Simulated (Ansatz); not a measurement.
# Work function of Co(0001): what the settings cost and change

Aim: the work function of Co(0001) against thickness and vacuum, with the cost.

Calculated with Ansatz 0.2.0; plane-wave DFT, PBE, Ansatz PAW.

## 1. Starting point

The cell holds 1 atom: 1 Co. Its edges and angles: a = 2.510 Å, b = 2.510 Å, c = 18.000 Å, α = 90.0°, β = 90.0°, γ = 60.0°. Vacuum lies along c.

## 2. Run, setting 1 layer

A work function rests on the faint tail of the density, so the SCF threshold is tight. The slab grows from one layer, at fixed mesh and 18 Å of vacuum; then the vacuum is varied on one slab.

The input, input.yaml:

```yaml
crystal:
  lattice:
    - [2.51, 0.0, 0.0]
    - [1.255, 2.1737237635, 0.0]
    - [0.0, 0.0, 18.0]
  atoms:
    - { symbol: Co, position: [0.6666666667, 0.6666666667, 0.5], spin: 1.7 }
magnetization:
  spin_polarized: true
kpoints:
  mp_grid: { grid: [19, 19, 1] }
hamiltonian:
  xc: pbe
scf:
  occupations: { method: fermi_dirac, width: 0.1 }
  convergence: { dr2_threshold: 1.0e-09 }
efield:
  axis: 3
  dipole_correction: true
  ramp_position: 0.97
  ramp_width: 0.06
output:
  write_potential: true
  write_density: true
  volumetric_format: npy
  elf: true
```

Started as:

```console
$ ansatz run input.yaml --threads 4 --pin off --max-ram 6144MiB --backend cpu --events-out ev --progress --plain --runs-dir out
```

Numbers of over 12 decimals in the logs are rounded to 6 here.

Output:

```text
Engine: ansatz 0.2.0, x86_64-unknown-linux-gnu
Pseudopotentials: kind: paw
Pseudopotential: Co, paw, valence charge 17, recommended cutoff 420 eV (normal), Co.paw.azcp
Functional definition: PBE
  parameter kappa = 0.804
  parameter beta = 0.066725
  exchange = pbe_x(kappa = kappa, mu = beta*pi^2/3)
  correlation = pbe_c(beta = beta)
Crystal: 1 atoms, lattice volume = 98.209 Å³
Basis set: ecut = 420 eV, 1915 PW (Γ)
Bands: 14, of which v1, the nominal top of the filled ones, is band 9 counted from 1 (8 counted from 0)
Symmetry: 12 space group operations
k-points: 40 of 361
Non-local potential: Co, projectors of the file, l = 0: 3, l = 1: 2, l = 2: 3, l = 3: 1
PAW form: soft (Blöchl's): semilocal exchange-correlation on the pseudo side does not see the compensation charge
PAW one-centre angular grid: Co, 590 points (default); XC on 64 Gauss nodes
Initial density: superposition of atomic densities (neutral atoms: chi_scale 0, normalization atom)
Starting moments: Σ|m| = 1.7 μB on 1 of 1 site
Initial wavefunctions: pseudopotential atomic-orbital guess
Functional: x = pbe(κ = 0.804, μ = 0.219515), c = pbe(β = 0.066725)
iter 1 solved again at ethr=2.81e-3 eV; its pass at ethr=3.10e-3 eV (dr2=4.77e-1 eV) is discarded
SCF iter   1: F=—  HF=-5124.184489 eV  |F-HF|=—  |Δ(HF+E_count)|=         —  Δρ=3.40e-2 (↑2.82e-2 ↓3.40e-2)  dr2=4.86e-1  dr2_m=8.25e-1  M=2.059 μB ∫|m|=2.134 μB  β_m=1.00  ethr=2.81e-3  p=0.000 e·Å  D=1.68e-14 V/Å  ΔV_dip=-0.00 eV  dr2_dipole=9.39e-18  V_vac-E_F(+/−)=6.70/6.70 eV  ⟨swp⟩=1.0  Hψ=8188  notcnv=0
Mixer restart at iter 1: flushing history
efield: sawtooth ramp at fractional position 0.9700 (set: `efield.ramp_position`, or a place that a band, a saddle search or an elastic batch's reference lends), width 0.0600; the density the first Hamiltonian is built on has a dipole p = 0.000 e·Å; the dipole correction subtracts the counter field D = 1.68e-14 V/Å, which shifts the + side's vacuum level by -0.00 eV against the − side's; the planar-averaged density in the ramp window peaks in size at 9.8e-6 e/Å³
preconditioner: auto → LDOS  [metal: Δε(μ)=0.026 eV  Ē_g=8.562 eV  σ=0.100 eV  W_gap=0.06  n_scr=10 (ndim 8)  ℏωp=11.2 eV  f_vac=0.747  D(μ)=2.06/eV (n_scr^D=10)]
spin=Collinear: LDOS preconditioning applied to the charge; magnetization (m = ρ↑ − ρ↓) channel mixes plain (no charge-response kernel on spin).
SCF iter   2: F=—  HF=-5124.254160 eV  |F-HF|=—  |Δ(HF+E_count)|=   6.97e-2  Δρ=5.85e-3 (↑4.43e-3 ↓5.85e-3)  dr2=2.37e-1  dr2_m=1.29e-3  M=1.998 μB ∫|m|=2.153 μB  β_m=0.33  ethr=2.81e-3  p=-0.000 e·Å  D=-6.42e-7 V/Å  ΔV_dip=0.00 eV  dr2_dipole=2.34e-12  V_vac-E_F(+/−)=6.16/6.16 eV  ⟨swp⟩=3.2  Hψ=1889  notcnv=0
density mixer auto → msr1: a metal under ldos (density of states about μ 2.84 of a free-electron gas's, 10 screened modes)
SCF iter   3: F=—  HF=-5124.396764 eV  |F-HF|=—  |Δ(HF+E_count)|=   1.43e-1  Δρ=6.29e-3 (↑5.94e-3 ↓6.29e-3)  dr2=7.95e-2  dr2_m=2.68e-2  M=1.956 μB ∫|m|=2.143 μB  β_m=0.63  ethr=1.39e-3  p=0.000 e·Å  D=1.19e-7 V/Å  ΔV_dip=-0.00 eV  dr2_dipole=1.44e-12  V_vac-E_F(+/−)=5.68/5.68 eV  ⟨swp⟩=2.7  Hψ=2013  notcnv=0  defer=5
SCF iter   4: F=—  HF=-5124.602090 eV  |F-HF|=—  |Δ(HF+E_count)|=   2.05e-1  Δρ=1.40e-3 (↑9.39e-4 ↓1.40e-3)  dr2=1.95e-3  dr2_m=6.42e-4  M=1.935 μB ∫|m|=2.121 μB  β_m=0.82  ethr=4.68e-4  p=0.000 e·Å  D=1.11e-6 V/Å  ΔV_dip=-0.00 eV  dr2_dipole=1.94e-11  V_vac-E_F(+/−)=5.10/5.10 eV  ⟨swp⟩=2.9  Hψ=2493  notcnv=0  defer=9
SCF iter   5: F=—  HF=-5124.616367 eV  |F-HF|=—  |Δ(HF+E_count)|=   1.43e-2  Δρ=1.78e-3 (↑1.03e-3 ↓1.78e-3)  dr2=3.92e-3  dr2_m=2.32e-4  M=1.932 μB ∫|m|=2.111 μB  β_m=0.82  ethr=1.15e-5  p=-0.000 e·Å  D=-7.08e-7 V/Å  ΔV_dip=0.00 eV  dr2_dipole=2.80e-11  V_vac-E_F(+/−)=5.00/5.00 eV  ⟨swp⟩=2.3  Hψ=2484  notcnv=0  defer=12
SCF iter   6: F=—  HF=-5124.616093 eV  |F-HF|=—  |Δ(HF+E_count)|=   2.74e-4  Δρ=4.14e-4 (↑4.14e-4 ↓3.76e-4)  dr2=3.50e-5  dr2_m=1.09e-4  M=1.932 μB ∫|m|=2.111 μB  β_m=0.79  ethr=1.15e-5  p=0.000 e·Å  D=1.61e-6 V/Å  ΔV_dip=-0.00 eV  dr2_dipole=7.30e-12  V_vac-E_F(+/−)=4.97/4.97 eV  ⟨swp⟩=2.9  Hψ=2237  notcnv=0  defer=12
SCF iter   7: F=—  HF=-5124.616179 eV  |F-HF|=—  |Δ(HF+E_count)|=   8.59e-5  Δρ=2.04e-4 (↑4.49e-5 ↓2.04e-4)  dr2=9.27e-6  dr2_m=1.07e-5  M=1.932 μB ∫|m|=2.111 μB  β_m=0.90  ethr=2.06e-7  p=0.000 e·Å  D=2.49e-7 V/Å  ΔV_dip=-0.00 eV  dr2_dipole=6.22e-14  V_vac-E_F(+/−)=4.97/4.97 eV  ⟨swp⟩=2.8  Hψ=2293  notcnv=0  defer=12
SCF iter   8: F=—  HF=-5124.616210 eV  |F-HF|=—  |Δ(HF+E_count)|=   3.15e-5  Δρ=9.38e-5 (↑2.86e-5 ↓9.38e-5)  dr2=6.78e-6  dr2_m=1.28e-6  M=1.932 μB ∫|m|=2.110 μB  β_m=0.95  ethr=5.45e-8  p=0.000 e·Å  D=1.95e-7 V/Å  ΔV_dip=-0.00 eV  dr2_dipole=1.53e-12  V_vac-E_F(+/−)=4.97/4.97 eV  ⟨swp⟩=2.0  Hψ=1858  notcnv=0  defer=12
SCF iter   9: F=—  HF=-5124.616213 eV  |F-HF|=—  |Δ(HF+E_count)|=   3.05e-6  Δρ=9.94e-6 (↑9.94e-6 ↓7.61e-6)  dr2=4.96e-8  dr2_m=5.27e-8  M=1.932 μB ∫|m|=2.110 μB  β_m=0.95  ethr=3.99e-8  p=-0.000 e·Å  D=-6.09e-7 V/Å  ΔV_dip=0.00 eV  dr2_dipole=8.32e-12  V_vac-E_F(+/−)=4.97/4.97 eV  ⟨swp⟩=2.5  Hψ=1851  notcnv=0  defer=12
SCF iter  10: F=—  HF=-5124.616214 eV  |F-HF|=—  |Δ(HF+E_count)|=   2.23e-7  Δρ=1.33e-6 (↑1.33e-6 ↓1.19e-6)  dr2=1.23e-9  dr2_m=8.90e-10  M=1.932 μB ∫|m|=2.110 μB  β_m=0.98  ethr=2.92e-10  p=0.000 e·Å  D=4.79e-7 V/Å  ΔV_dip=-0.00 eV  dr2_dipole=6.98e-12  V_vac-E_F(+/−)=4.97/4.97 eV  ⟨swp⟩=2.4  Hψ=1851  notcnv=0  defer=12
SCF iter  11: F=—  HF=-5124.616214 eV  |F-HF|=—  |Δ(HF+E_count)|=   6.15e-9  Δρ=2.23e-7 (↑2.23e-7 ↓1.84e-7)  dr2=1.48e-10  dr2_m=4.19e-12  M=1.932 μB ∫|m|=2.110 μB  β_m=0.90  ethr=7.22e-12  p=-0.000 e·Å  D=-6.11e-7 V/Å  ΔV_dip=0.00 eV  dr2_dipole=1.05e-11  V_vac-E_F(+/−)=4.97/4.97 eV  ⟨swp⟩=2.2  Hψ=1882  notcnv=0  defer=12
SCF iter  12: F=-5124.616214 eV  HF=-5124.616214 eV  |F-HF|=6.91e-11  |Δ(HF+E_count)|=  4.82e-11  Δρ=9.93e-8 (↑8.93e-8 ↓9.93e-8)  dr2=2.26e-11  dr2_m=5.52e-12  M=1.932 μB ∫|m|=2.110 μB  ethr=1.00e-12  p=0.000 e·Å  D=3.09e-7 V/Å  ΔV_dip=-0.00 eV  dr2_dipole=2.84e-12  V_vac-E_F(+/−)=4.97/4.97 eV  ⟨swp⟩=3.3  Hψ=4414  notcnv=0
SCF 1 converged in 12 iterations: F = -5124.616214 eV  dr2 = 2.26e-11
  greatest PAW one-centre occupation: 1.002 electrons in one spin orbital (limit 2), on the Co atom at site 0 (counted from 0), in its partial waves of l = 1
WARN: The output density's exchange-correlation potential varies sharply where the density is thin. Do not read a vacuum level from v_tot or v_xc, or from such a field of the output density. On a cell that repeats whose density bears no net charge and no dipole along the vacuum's axis use v_es (v_loc + v_h of the components); under efield.dipole_correction with no amplitude use v_es + v_field, which holds any externa [...]
SCF converged after 12 iterations
Magnetization: 1.9322 μB (9.4661 up, 7.5339 down)
Absolute magnetization: 2.1105 μB (∫|ρ↑−ρ↓|, with the PAW one-centre terms)
Spin contamination: 0.0489 ħ² per cell (⟨S²⟩ above its minimum at these occupations)
Per-site moments (μB) at R_I (Å): [(1.995292, 1.035375)]
Free energy (F): -5124.616214 eV
Harris-Foulkes:  -5124.616214 eV  (|F-HF|=6.91e-11)
Internal energy: -5124.548483 eV  (E = F + TS)
E sigma→0 (E₀):  -5124.582348 eV
Entropy (-TS):   -0.067731 eV (-67.731 meV/atom)
Fermi energy:    -2.244025 eV
Dipole field:    D = -0.000003 V/Å  (p = -0.000002 e·Å, saw-weighted, corrected)
Work function:   Φ+ = 4.9742 eV   Φ− = 4.9741 eV
Levels:          The Fermi level and band energies are counted from a zero that moves with the ramp; work functions are not
--- Per-component energies (eV) ---
  E_band       = -594.912995
  E_kinetic    = 448.749552
  E_local      = -15299.384527  (includes V_loc(G=0)·N_el)
  E_nonlocal   = 458.160843
  E_hartree    = 7245.608237
  E_xc         = -155.657823
  E_vxc        = -200.554583  (∫ρ·V_xc dr)
  E_paw        = -1517.739818  (= ΣΔE_a)
  E_vpaw       = -493.100892  (= ΣTr[D̂ρ^β])
  E_aug_tail   = 0.000078  (compensation charges beyond the density's cutoff)
  E_efield     = 0.000000  (sawtooth field / dipole correction)
  E_vefield    = 0.000000  (∫n·V_field dr)
  E_ewald      = 3695.714975
  E_smearing   = -0.067731  (= −TS)
  E_closure    = -0.000000  (closes the sum)
  Σ components = -5124.616214   (vs F -5124.616214, Δ=0.00e0)
--- Band table (eV; the first three rows and the last of 80) ---
  k-point 0 ↑: bands = [... 5 lower, -4.9186, -4.5602, -4.5602, -3.6936, -3.6936, -1.7524, 2.2994, 2.9573, ... 1 higher]
  k-point 1 ↑: bands = [... 5 lower, -4.8927, -4.5897, -4.5189, -3.8045, -3.7018, -1.5783, 2.3842, 3.0489, ... 1 higher]
  k-point 2 ↑: bands = [... 5 lower, -4.8167, -4.6687, -4.3981, -4.0605, -3.7255, -1.1298, 2.6385, 3.3230, ... 1 higher]
  k-point 39 ↓: bands = [... 5 lower, -3.2696, -3.0409, -2.7802, -1.9419, 4.1131, 5.6606, 6.8207, 8.4348, ... 1 higher]
```

Wall time 14 s (4 threads of AMD EPYC 7R43, shared host); peak memory 0.51 GiB; 29 s of CPU time.

In the SCF lines HF is the Harris–Foulkes energy and dr2 the Hartree energy of the density residual, in eV; the loop may stop once dr2 is under the threshold and the program's other checks hold. Hψ counts applications of the Hamiltonian.

Numbers from this step:

- energy at zero smearing: -5124.5823 eV
- total moment: 1.932 μB
- site moments: 1.995 μB
- work function, upper face: 4.974 eV

Running mean over 2.03561 Å of the planar mean; the ramp of the sawtooth is left out. The electron's electrostatic potential energy less the Fermi level by z:

```csv
z (Å),electron's electrostatic potential energy less the Fermi level (eV)
2.88,4.97
3.17,4.97
3.60,4.97
3.89,4.97
4.18,4.97
4.46,4.97
4.90,4.97
5.18,4.97
5.47,4.96
5.90,4.93
6.19,4.89
6.48,4.79
6.91,4.39
7.20,3.71
7.49,2.08
7.78,-0.742
8.21,-5.87
8.50,-8.54
8.78,-9.89
9.22,-9.89
9.50,-8.54
9.79,-5.87
10.22,-0.742
10.51,2.08
10.80,3.71
11.09,4.39
11.52,4.79
11.81,4.89
12.10,4.93
12.53,4.96
12.82,4.97
13.10,4.97
13.54,4.97
13.82,4.97
14.11,4.97
14.40,4.97
14.83,4.97
15.12,4.97
```

Site moment by atom:

```csv
atom,site moment (μB)
Co1,2.00
```

Spin density in the ca plane at fractional y = 0.667, with atoms of Co within 0.2 Å of it.

Ten even steps from '0' (0.0 e/Å³) to '9' (5.8 e/Å³), each cell a mean:
```
00000000000000000000000000000000000000000000
00000000000000000000035100000000000000000000
00000000000000000000059100000000000000000000
00000000000000000000023000000000000000000000
00000000000000000000000000000000000000000000
00000000000000000000000000000000000000000000
00000000000000000000000000000000000000000000
00000000000000000000000000000000000000000000
```
Columns run along c (18.0 Å), rows up along a (2.5 Å). Atoms in or near the plane, at fractional coordinates: Co at (0.50, 0.67).

ELF in the ca plane at fractional y = 0.667, with atoms of Co within 0.2 Å of it. It is the smooth field of the valence electrons, not physical close to the nuclei.

Ten even steps from '0' (0.00) to '9' (0.96), each cell a mean:
```
00000000000000000011134211100000000000000000
00000000000000000011278411100000000000000000
00000000000000000011389511100000000000000000
00000000000000000011267411100000000000000000
00000000000000000011123211100000000000000000
00000000000000000122222222100000000000000000
00000000000000000123322232100000000000000000
00000000000000000112211122100000000000000000
```
Columns run along c (18.0 Å), rows up along a (2.5 Å). Atoms in or near the plane, at fractional coordinates: Co at (0.50, 0.67).

ELF of down spins in the ca plane at fractional y = 0.667, with atoms of Co within 0.2 Å of it. It is the smooth field of the valence electrons, not physical close to the nuclei.

Values, 5 rows by 16 columns, each cell a mean:
```
0.00 0.00 0.00 0.00 0.00 0.02 0.11 0.26 0.35 0.12 0.03 0.00 0.00 0.00 0.00 0.00
0.00 0.00 0.00 0.00 0.00 0.01 0.08 0.42 0.58 0.09 0.02 0.00 0.00 0.00 0.00 0.00
0.00 0.00 0.00 0.00 0.00 0.02 0.11 0.25 0.33 0.13 0.03 0.00 0.00 0.00 0.00 0.00
0.00 0.00 0.00 0.00 0.00 0.02 0.20 0.30 0.28 0.24 0.03 0.00 0.00 0.00 0.00 0.00
0.00 0.00 0.00 0.00 0.00 0.02 0.19 0.29 0.27 0.24 0.03 0.00 0.00 0.00 0.00 0.00
```
Columns run along c (18.0 Å), rows up along a (2.5 Å). Atoms in or near the plane, at fractional coordinates: Co at (0.50, 0.67).

The work function is 4.974 eV.

## 3. Run, 2 atoms

System of this step: Co(0001). The cell holds 2 atoms: 2 Co. Its edges and angles: a = 2.510 Å, b = 2.510 Å, c = 20.036 Å, α = 90.0°, β = 90.0°, γ = 60.0°. Vacuum lies along c.

input.yaml, the sections that differ from step 2:

```yaml
crystal:
  lattice:
    - [2.51, 0.0, 0.0]
    - [1.255, 2.1737237635, 0.0]
    - [0.0, 0.0, 20.03561]
  atoms:
    - { symbol: Co, position: [0.6666666667, 0.6666666667, 0.449200199], spin: 1.7 }
    - { symbol: Co, position: [0.0, 0.0, 0.550799801], spin: 1.7 }
output:
  write_potential: true
  write_density: true
  volumetric_format: npy
# magnetization, kpoints, hamiltonian, scf, efield: as in step 2
```

Output:

```text
[...]
Crystal: 2 atoms, lattice volume = 109.315 Å³
Basis set: ecut = 420 eV, 2137 PW (Γ)
Bands: 23, of which v1, the nominal top of the filled ones, is band 17 counted from 1 (16 counted from 0)
Symmetry: 6 space group operations
k-points: 40 of 361 (time reversal used)
[...]
k-point 1 ↑: bands = [... 13 lower, -2.5865, -2.4980, -2.0784, -1.7515, -1.5925, -1.3819, -1.2228, 0.3976, ... 2 higher]
  k-point 2 ↑: bands = [... 13 lower, -2.5103, -2.3942, -2.2262, -1.7809, -1.7063, -1.2839, -1.2190, 0.9780, ... 2 higher]
  k-point 39 ↓: bands = [... 13 lower, -1.1501, -1.0800, 0.2237, 0.5600, 0.6676, 5.2826, 6.4670, 6.8002, ... 2 higher]
[key lines of the parts left out:]
SCF converged after 14 iterations
Magnetization: 3.4975 μB (18.7487 up, 15.2513 down)
Free energy (F): -10250.848935 eV
Fermi energy:    -0.204603 eV
Dipole field:    D = 0.000004 V/Å  (p = 0.000002 e·Å, saw-weighted, corrected)
Work function:   Φ+ = 5.0191 eV   Φ− = 5.0191 eV
```

The job ended after 26 s (4 threads; peak memory 0.54 GiB; 54 s of CPU time).

The work function is 5.019 eV, +0.045 eV from the run “1 layer”, at 1.9 times its CPU time.

## 4. Run, 3 atoms

System of this step: Co(0001). The cell holds 3 atoms: 3 Co. Its edges and angles: a = 2.510 Å, b = 2.510 Å, c = 22.071 Å, α = 90.0°, β = 90.0°, γ = 60.0°. Vacuum lies along c.

input.yaml, the sections that differ from step 3:

```yaml
crystal:
  lattice:
    - [2.51, 0.0, 0.0]
    - [1.255, 2.1737237635, 0.0]
    - [0.0, 0.0, 22.07122]
  atoms:
    - { symbol: Co, position: [0.0, 0.0, 0.4077708437], spin: 1.7 }
    - { symbol: Co, position: [0.6666666667, 0.6666666667, 0.5], spin: 1.7 }
    - { symbol: Co, position: [0.0, 0.0, 0.5922291563], spin: 1.7 }
# magnetization, kpoints, hamiltonian, scf, efield, output: as in step 3
```

Output:

```text
[...]
Crystal: 3 atoms, lattice volume = 120.422 Å³
Basis set: ecut = 420 eV, 2359 PW (Γ)
Bands: 34, of which v1, the nominal top of the filled ones, is band 26 counted from 1 (25 counted from 0)
Symmetry: 6 space group operations
k-points: 40 of 361 (time reversal used)
[...]
k-point 1 ↑: bands = [... 22 lower, -0.7384, -0.2485, -0.2390, -0.0159, 0.2839, 0.3173, 0.5077, 0.6776, ... 4 higher]
  k-point 2 ↑: bands = [... 22 lower, -0.6201, -0.3797, -0.2644, -0.2533, 0.1120, 0.2661, 0.5220, 1.1111, ... 4 higher]
  k-point 39 ↓: bands = [... 22 lower, 1.3605, 2.1510, 2.2192, 2.3845, 2.4869, 6.6157, 7.6991, 7.8538, ... 4 higher]
[key lines of the parts left out:]
SCF converged after 15 iterations
Magnetization: 5.2216 μB (28.1108 up, 22.8892 down)
Free energy (F): -15376.999320 eV
Fermi energy:    1.523854 eV
Dipole field:    D = 0.000001 V/Å  (p = 0.000001 e·Å, saw-weighted, corrected)
Work function:   Φ+ = 4.9934 eV   Φ− = 4.9934 eV
```

Elapsed: 47 s, on 4 threads; peak memory 0.65 GiB.

The work function is 4.993 eV, -0.026 eV from the run “2 layers”, at 1.9 times its CPU time.

## 5. Slab, 4 atoms

System of this step: Co(0001). The cell holds 4 atoms: 4 Co. Cell: a = 2.510 Å, b = 2.510 Å, c = 24.107 Å, α = 90.0°, β = 90.0°, γ = 60.0°. Vacuum lies along c.

input.yaml, the sections that differ from step 4:

```yaml
crystal:
  lattice:
    - [2.51, 0.0, 0.0]
    - [1.255, 2.1737237635, 0.0]
    - [0.0, 0.0, 24.10683]
  atoms:
    - { symbol: Co, position: [0.6666666667, 0.6666666667, 0.3733381784], spin: 1.7 }
    - { symbol: Co, position: [0.0, 0.0, 0.4577793928], spin: 1.7 }
    - { symbol: Co, position: [0.6666666667, 0.6666666667, 0.5422206072], spin: 1.7 }
    - { symbol: Co, position: [0.0, 0.0, 0.6266618216], spin: 1.7 }
# magnetization, kpoints, hamiltonian, scf, efield, output: as in step 4
```

Output:

```text
[...]
Crystal: 4 atoms, lattice volume = 131.528 Å³
Basis set: ecut = 420 eV, 2559 PW (Γ)
Bands: 45, of which v1, the nominal top of the filled ones, is band 34 counted from 1 (33 counted from 0)
Symmetry: 6 space group operations
k-points: 40 of 361 (time reversal used)
[...]
k-point 1 ↑: bands = [... 30 lower, 0.6533, 1.0951, 1.1145, 1.5005, 1.5143, 1.5943, 1.7999, 1.8432, ... 7 higher]
  k-point 2 ↑: bands = [... 30 lower, 0.7615, 0.9632, 1.0844, 1.2404, 1.4235, 1.4898, 1.8356, 1.8391, ... 7 higher]
  k-point 39 ↓: bands = [... 30 lower, 3.0402, 3.6714, 3.6788, 3.7351, 3.9092, 3.9436, 7.8678, 8.6074, ... 7 higher]
[key lines of the parts left out:]
SCF converged after 16 iterations
Magnetization: 6.8174 μB (37.4087 up, 30.5913 down)
Free energy (F): -20503.164122 eV
Fermi energy:    2.945324 eV
Dipole field:    D = -0.000005 V/Å  (p = -0.000003 e·Å, saw-weighted, corrected)
Work function:   Φ+ = 4.9808 eV   Φ− = 4.9807 eV
```

Run time: 66 s. Hardware: 4 threads; peak memory 0.77 GiB.

The work function is 4.981 eV, -0.013 eV from the run “3 layers”, at 1.5 times its CPU time.

## 6. Run, 5 atoms

System of this step: Co(0001). The cell holds 5 atoms: 5 Co. Its edges and angles: a = 2.510 Å, b = 2.510 Å, c = 26.142 Å, α = 90.0°, β = 90.0°, γ = 60.0°. Vacuum lies along c.

input.yaml, the sections that differ from step 5:

```yaml
crystal:
  lattice:
    - [2.51, 0.0, 0.0]
    - [1.255, 2.1737237635, 0.0]
    - [0.0, 0.0, 26.14244]
  atoms:
    - { symbol: Co, position: [0.0, 0.0, 0.3442677883], spin: 1.7 }
    - { symbol: Co, position: [0.6666666667, 0.6666666667, 0.4221338942], spin: 1.7 }
    - { symbol: Co, position: [0.0, 0.0, 0.5], spin: 1.7 }
    - { symbol: Co, position: [0.6666666667, 0.6666666667, 0.5778661058], spin: 1.7 }
    - { symbol: Co, position: [0.0, 0.0, 0.6557322117], spin: 1.7 }
# magnetization, kpoints, hamiltonian, scf, efield, output: as in step 5
```

Output:

```text
[...]
Crystal: 5 atoms, lattice volume = 142.634 Å³
Basis set: ecut = 420 eV, 2781 PW (Γ)
Bands: 57, of which v1, the nominal top of the filled ones, is band 43 counted from 1 (42 counted from 0)
Symmetry: 6 space group operations
k-points: 40 of 361 (time reversal used)
[...]
k-point 1 ↑: bands = [... 39 lower, 2.2629, 2.2674, 2.5486, 2.5709, 2.8347, 2.8733, 2.9092, 3.0909, ... 10 higher]
  k-point 2 ↑: bands = [... 39 lower, 2.1610, 2.2323, 2.3586, 2.5447, 2.5700, 2.8076, 2.8936, 3.0959, ... 10 higher]
  k-point 39 ↓: bands = [... 39 lower, 4.8685, 4.9044, 4.9732, 5.0488, 5.1508, 5.1631, 8.9823, 9.5255, ... 10 higher]
[key lines of the parts left out:]
SCF converged after 17 iterations
Magnetization: 8.4891 μB (46.7445 up, 38.2555 down)
Free energy (F): -25629.325688 eV
Fermi energy:    4.131768 eV
Dipole field:    D = -0.000003 V/Å  (p = -0.000002 e·Å, saw-weighted, corrected)
Work function:   Φ+ = 4.9788 eV   Φ− = 4.9788 eV
```

Wall time 94 s (4 threads); peak memory 0.95 GiB; 3.7 min of CPU time.

The work function is 4.979 eV, -0.002 eV from the run “4 layers”, at 1.4 times its CPU time.

(Part 1 of 2 ends here.)

[Logs are printed without paths, hosts, clocks, repeated set-up lines and the standing remarks that a program may print on its own settings, such as how far it seeks lower states.]

[Hosts, paths, dates, database ids (printed as entryN), source tags and the programs' standing remarks are cut or masked in the printed files.]

[Maps of the electrostatic potential energy from Ansatz leave out the sawtooth potential of an applied field or a dipole correction, so their vacuum need not be flat; planar profiles and work functions include it.]
